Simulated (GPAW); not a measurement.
The Na K edge of atom 2 in NaAsF6 (R-3), with 6 F at 2.28 Å (octahedral, site symmetry -3), was computed in 2 ways: full core hole (charged cell) and no core hole. Program and functional: GPAW, LDA, Gaussian full width 0.9 eV up to 4 eV, rising linearly to 3.5 eV at 25 eV; cells of 8 atoms.

Each run is counted from its own lowest empty level or Fermi level and scaled to a mean of 1 over its first 20 eV.

```
E (eV)  run 1  run 2
  -2.0   0.00   0.00
  -1.0   0.00   0.00
   0.0   0.03   0.01
   1.0   0.17   0.16
   2.0   0.00   0.04
   3.0   0.00   0.00
   4.0   0.02   0.06
   5.0   0.24   0.27
   6.0   0.88   2.28
   7.0   0.71   2.28
   8.0   0.78   1.90
   9.0   1.46   2.00
  10.0   1.87   1.29
  11.0   1.20   0.91
  12.0   0.96   1.23
  13.0   1.31   1.37
  14.0   1.65   1.15
  15.0   1.71   0.99
  16.0   1.46   0.93
  17.0   1.43   0.95
  18.0   1.61   0.93
  19.0   1.68   0.83
  20.0   1.58   0.69
  21.0   1.34   0.55
  22.0   1.02   0.42
  23.0   0.72   0.34
  24.0   0.54   0.29
  25.0   0.47   0.28
  26.0   0.45   0.29
  27.0   0.48   0.32
  28.0   0.53   0.35
  29.0   0.58   0.37
  30.0   0.60   0.37
  31.0   0.56   0.34
  32.0   0.49   0.32
```

Which run is which?

Run 1: no core hole (area from −2 to 6 eV 0.8, main maxima 0.8 eV (0.19), 6.3 eV (0.96), 9.9 eV (1.88), 14.6 eV (1.74) and 18.9 eV (1.68)). Run 2: full core hole (charged cell) (area from −2 to 6 eV 1.5, main maxima 1.3 eV (0.19), 6.4 eV (2.66), 8.6 eV (2.08) and 12.7 eV (1.39)). With each curve scaled to its own mean, the area from −2 to 6 eV with the hole is 1.5 against 0.8, and the centre of weight from −1 to 20 eV moves by -2.1 eV: the hole pulls the absorber's empty states down.

[Banner, clock and machine lines of the logs are left out without a mark of their own.]

[Logs are printed without paths, hosts, clocks, repeated set-up lines and the standing remarks that a program may print on its own settings, such as how far it seeks lower states.]

[Hosts, paths, dates, database ids (printed as entryN), source tags and the programs' standing remarks are cut or masked in the printed files.]

[Lists of maxima count a maximum above −3 eV only where it reaches 4 % of the highest in the window and stands out from its surroundings by 2 % of it (1.5 % where it reaches 55 %); shoulders and weaker maxima are passed over, and of the rest the first, up to two pre-edge ones and the few strongest are named.]
